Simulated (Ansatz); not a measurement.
Ga2S3 (Imm2), computed twice by G0W0.

```
Ga S
1.0
    -1.83634    5.57062    2.67305
     1.83634   -5.57062    2.67305
     1.83634    5.57062   -2.67305
Ga S
2 3
Cartesian
  0.0000 1.7721 0.0394
  0.0000 9.3692 0.0394
  0.0000 7.4173 1.2923
  0.0000 3.7239 1.2923
  0.0000 0.0000 1.3463
```

The cell and positions are those that the Materials Project relaxed with its own functionals (PBE, PBE+U or r2SCAN), kept fixed.

The first (Ansatz 0.2.0; start LDA, 4×4×4 mesh, 248 empty bands, screening to 100 eV, norm-conserving files; 1 × NVIDIA H100 80GB HBM3 (shared by 6 runs) with 2 threads of AMD EPYC 7R13 (Zen 3), shared host) gave, on its mesh: starting gap 1.25 eV, G0W0 gap 2.65 eV, RPA ε∞ (mean) 6.45, 64 s.

Question: The second changes files from norm-conserving to PAW set soft_1 and frequency model from contour deformation to plasmon pole. What does it give?

It gave: starting gap 1.25 eV, G0W0 gap 2.67 eV, RPA ε∞ (mean) 6.47, 29 s. The G0W0 gap moves by +0.01 eV, −0.005 eV from the start and +0.02 eV from the correction. Σc changes by −0.0003 eV at the valence top and +0.02 eV at the conduction bottom, and Σx − Vxc between them by −0.01 eV.

Limits: not at the basis limit; no spin-orbit coupling.

[Paths, hosts, dates, memory and timing lines, banners, echoed tables and standing remarks are left out of the program output.]

[Logs are printed without paths, hosts, clocks, repeated set-up lines and the standing remarks that a program may print on its own settings, such as how far it seeks lower states.]

[Runs of the session that timed out or met a known fault of the program may be left out.]

[Cells called generated may have been cut or substituted from an entry of the Crystallography Open Database or the Materials Project.]

[Hosts, paths, dates, database ids (printed as entryN), source tags and the programs' standing remarks are cut or masked in the printed files.]
